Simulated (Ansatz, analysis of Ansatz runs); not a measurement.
# Reproducing a measured hyperfine coupling: Mn2+ on a Ca site in CaO, part 2 of 2

Aim: the hyperfine coupling of the Mn2+ on a Ca site in CaO, to be set beside the measurement. Set-up: HSE06 on PBE structures, 64-site cell, PBE lattice, 420 eV, k: 2x2x2 shifted 0.5 0.5 0.5 then the zone centre alone. The model is a cell of 64 host atoms with 1 Ca taken out and 1 Mn put in. The isotropic coupling follows from the spin density at the nucleus, the nuclear g-factor and the total spin. Exact exchange opens the gap, stiffens bonds and lessens the self-interaction error, at many times the cost.

Ansatz 0.2.0; HSE06 on PBE structures, 64-site cell, PBE lattice, 420 eV, k: 2x2x2 shifted 0.5 0.5 0.5 then the zone centre alone.

So far: Starting point; Relaxation, charge 0.

## Step 2: Relaxation, charge 0 (continued)

Level of this step: plane-wave PAW DFT, PBE; relaxation of all atoms of a defect supercell (Ansatz).

Step by step:

| step | energy less that of the first step (eV) | largest force component (eV/Å) |
| --- | --- | --- |
| 1 | 0.0000 | 0.3095 |
| 2 | -0.0756 | 0.0845 |
| 3 | -0.0830 | 0.0497 |
| 4 | -0.0842 | 0.0085 |

Forces are held to the 48 operations that the run works with; a distortion that breaks them can't arise in this run.

The atoms that moved most (Å):

| atom | dx | dy | dz | length |
| --- | --- | --- | --- | --- |
| O31 | 0.053 | 0.000 | 0.000 | 0.053 |
| O61 | 0.000 | 0.000 | -0.053 | 0.053 |
| O63 | -0.053 | 0.000 | 0.000 | 0.053 |
| O62 | 0.000 | -0.053 | 0.000 | 0.053 |
| O53 | 0.000 | 0.000 | 0.053 | 0.053 |
| O46 | 0.000 | 0.053 | 0.000 | 0.053 |
| Ca19 | 0.020 | 0.000 | 0.020 | 0.028 |
| Ca12 | 0.020 | 0.020 | 0.000 | 0.028 |

Neighbours of Mn57 at the end:

| atom | distance (Å) |
| --- | --- |
| O31 | 2.363 |
| O61 | 2.363 |
| O53 | 2.363 |
| O63 | 2.363 |
| O62 | 2.363 |
| O46 | 2.363 |
| Ca12 | 3.388 |
| Ca19 | 3.388 |
| Ca34 | 3.388 |
| Ca42 | 3.388 |
| Ca28 | 3.388 |
| Ca27 | 3.388 |
| Ca44 | 3.388 |
| Ca51 | 3.388 |
| Ca50 | 3.388 |
| Ca60 | 3.388 |

Numbers from this step:

```
free energy                           : -78485.4634 eV
total moment                          : 5 μB
integral of the absolute spin density : 5.058 μB
spin contamination                    : 0.007327
```

The relaxation ends 1.3 meV an atom lower, with a largest force component of 0.0085 eV/Å.

## Step 3: Contact spin densities

The relaxed structure is kept, and the final numbers are taken at the final level and k-points.

This step: plane-wave PAW DFT, HSE06; single point of a defect supercell on the structure relaxed with PBE.

File point/input.yaml:

```yaml
crystal:
  lattice:
    - [9.66155722, 0.0, 0.0]
    - [0.0, 9.66155722, 0.0]
    - [0.0, 0.0, 9.66155722]
  atoms:
    - { symbol: Ca, position: [0.0, 0.0, 0.0] }
    - { symbol: Ca, position: [0.0, 0.250238677, 0.250238677] }
[... 9 atom lines left out ...]
    - { symbol: Ca, position: [0.252036436, 0.252036436, 0.5] }
[... 6 atom lines left out ...]
    - { symbol: Ca, position: [0.252036436, 0.5, 0.252036436] }
[... 8 atom lines left out ...]
    - { symbol: Ca, position: [0.252036436, 0.747963564, 0.5] }
[... 2 atom lines left out ...]
    - { symbol: O, position: [0.255448683, 0.5, 0.5] }
[... 2 atom lines left out ...]
    - { symbol: Ca, position: [0.5, 0.252036436, 0.252036436] }
[... 7 atom lines left out ...]
    - { symbol: Ca, position: [0.5, 0.252036436, 0.747963564] }
[... 3 atom lines left out ...]
    - { symbol: O, position: [0.5, 0.255448683, 0.5] }
[... 6 atom lines left out ...]
    - { symbol: O, position: [0.5, 0.5, 0.255448683] }
[... 3 atom lines left out ...]
    - { symbol: Mn, position: [0.5, 0.5, 0.5], spin: 5.0 }
[... 3 atom lines left out ...]
    - { symbol: O, position: [0.5, 0.5, 0.744551317] }
    - { symbol: O, position: [0.5, 0.744551317, 0.5] }
    - { symbol: O, position: [0.744551317, 0.5, 0.5] }
    - { symbol: O, position: [0.749753219, 0.749753219, 0.749753219] }
basis:
  ecutwfc: 420
  xc_grid: 2
hamiltonian:
  xc: hse06
kpoints:
  mp_grid: { grid: [1, 1, 1] }
magnetization:
  spin_polarized: true
  initial_magnetization: 5
  spin_locking: { lock_magnetization: hard }
scf:
  occupations: { method: fermi_dirac, width: 0.01 }
  max_iter: 120
output:
  forces: true
  efg: {}
  eigenvalues: true
checkpoint:
  read: "../relax.run"
```

Started as:

```
ansatz run input.yaml --threads 4 --pin off --max-ram 7536MiB --backend cpu --events-out ev --progress --plain --runs-dir out
```

Numbers of over 12 decimals in the logs are rounded to 6 here.

What it wrote:

```text
[...]
Warning: checkpoint.read: hamiltonian.xc differs: saved pbe, current hse06; the SCF iterates under this deck's functional from the saved state
exact exchange: scf.exx.singularity resolves to wigner_seitz, which cuts the screened interaction at the faces of the exchange supercell's Wigner-Seitz cell, so that each pair interacts once, at the shortest of its separations (the periodic images that this [...]
[...]
Crystal: 64 atoms, lattice volume = 901.865 Å³
Basis set: ecut = 420 eV, 17557 PW (Γ), exchange–correlation on 144×144×144 points (8 copies of the dense FFT grid, shifted against one another)
Bands: 325, of which v1, the nominal top of the filled ones, is band 259 counted from 1 (258 counted from 0)
Symmetry: 48 space group operations
[...]
k-points: 1
[...]
Starting moments: Σ|m| = 5 μB on 1 of 64 sites; this step starts from the density that it was given
[...]
atom  34  Ca V_zz =    +0.329021   η = 0.5482   by run symmetry: allowed
[...]
atom  46  O  V_zz =    +2.970930   η = 0.0000   by run symmetry: allowed
[...]
atom  53  O  V_zz =    +2.970930   η = 0.0000   by run symmetry: allowed
[...]
atom  57  Mn V_zz =    +0.000000   η = 0.0000   by run symmetry: forbidden
[...]
atom  61  O  V_zz =    +2.970930   η = 0.0000   by run symmetry: allowed
[...]
atom  62  O  V_zz =    +2.970930   η = 0.0000   by run symmetry: allowed
[...]
atom  63  O  V_zz =    +2.970930   η = 0.0000   by run symmetry: allowed
[...]
--- Band table (eV) ---
[...]
[key lines of the parts left out:]
Magnetization: 5.0000 μB (261.0000 up, 256.0000 down)
Free energy (F): -78501.473899 eV
Fermi energy:    9.360599 (↑ 9.426161, ↓ 9.108637) eV
```

Elapsed: 6.4 min, on 4 threads of Arm Neoverse V1, shared host; peak memory 3.6 GiB; 25 min of CPU time.

The column dr2 measures how far the density is from self-consistency, as an energy; F and HF (Harris–Foulkes) agree once it is small.

Numbers from this step:

* free energy: -78501.4739 eV
* total moment: 5 μB
* integral of the absolute spin density: 5.074 μB
* spin contamination: 0.006107

The largest moments in the atoms' spheres: Mn57 4.41, O61 0.03, O63 0.03, O62 0.03, O53 0.03, O31 0.03 μB.

Isotropic hyperfine couplings from the contact spin densities (Fermi contact term with core polarisation, no dipolar part), the largest:

| atom | isotope | distance from the centre (Å) | contact spin density (e/Å³) | A (MHz) |
| --- | --- | --- | --- | --- |
| Mn57 | 55Mn | 0.00 | -5.87 | -192.3 |
| O31 | 17O | 2.36 | 0.306 | -5.5 |
| O46 | 17O | 2.36 | 0.306 | -5.5 |
| O53 | 17O | 2.36 | 0.306 | -5.5 |
| O61 | 17O | 2.36 | 0.306 | -5.5 |
| O62 | 17O | 2.36 | 0.306 | -5.5 |
| O63 | 17O | 2.36 | 0.306 | -5.5 |
| Ca25 | 43Ca | 4.83 | 0.155 | -1.4 |
| Ca41 | 43Ca | 4.83 | 0.155 | -1.4 |
| Ca49 | 43Ca | 4.83 | 0.155 | -1.4 |

## Step 4: Results

```json
{"55Mn, isotropic": "-192.3 MHz", "integral of the absolute spin density": "5.07 μB", "time of the whole chain": "7.6 min on 4 threads"}
```

55Mn, isotropic: computed -192.3 MHz, measured -242.2 MHz; 49.9 MHz (21 %) smaller in size than the measurement. Only the isotropic (Fermi contact) part is computed, with core polarisation; no vibrational averaging. Limits: the zone centre alone is a coarse sampling for this cell; the structure comes from another functional than the final numbers.

[Logs are printed without paths, hosts, clocks, repeated set-up lines and the standing remarks that a program may print on its own settings, such as how far it seeks lower states.]

[Hosts, paths, dates, database ids (printed as entryN), source tags and the programs' standing remarks are cut or masked in the printed files.]

[For some hosts the program warned that the k-mesh of the response run may be too coarse for force constants and the static dielectric constant; such warnings are not shown here.]
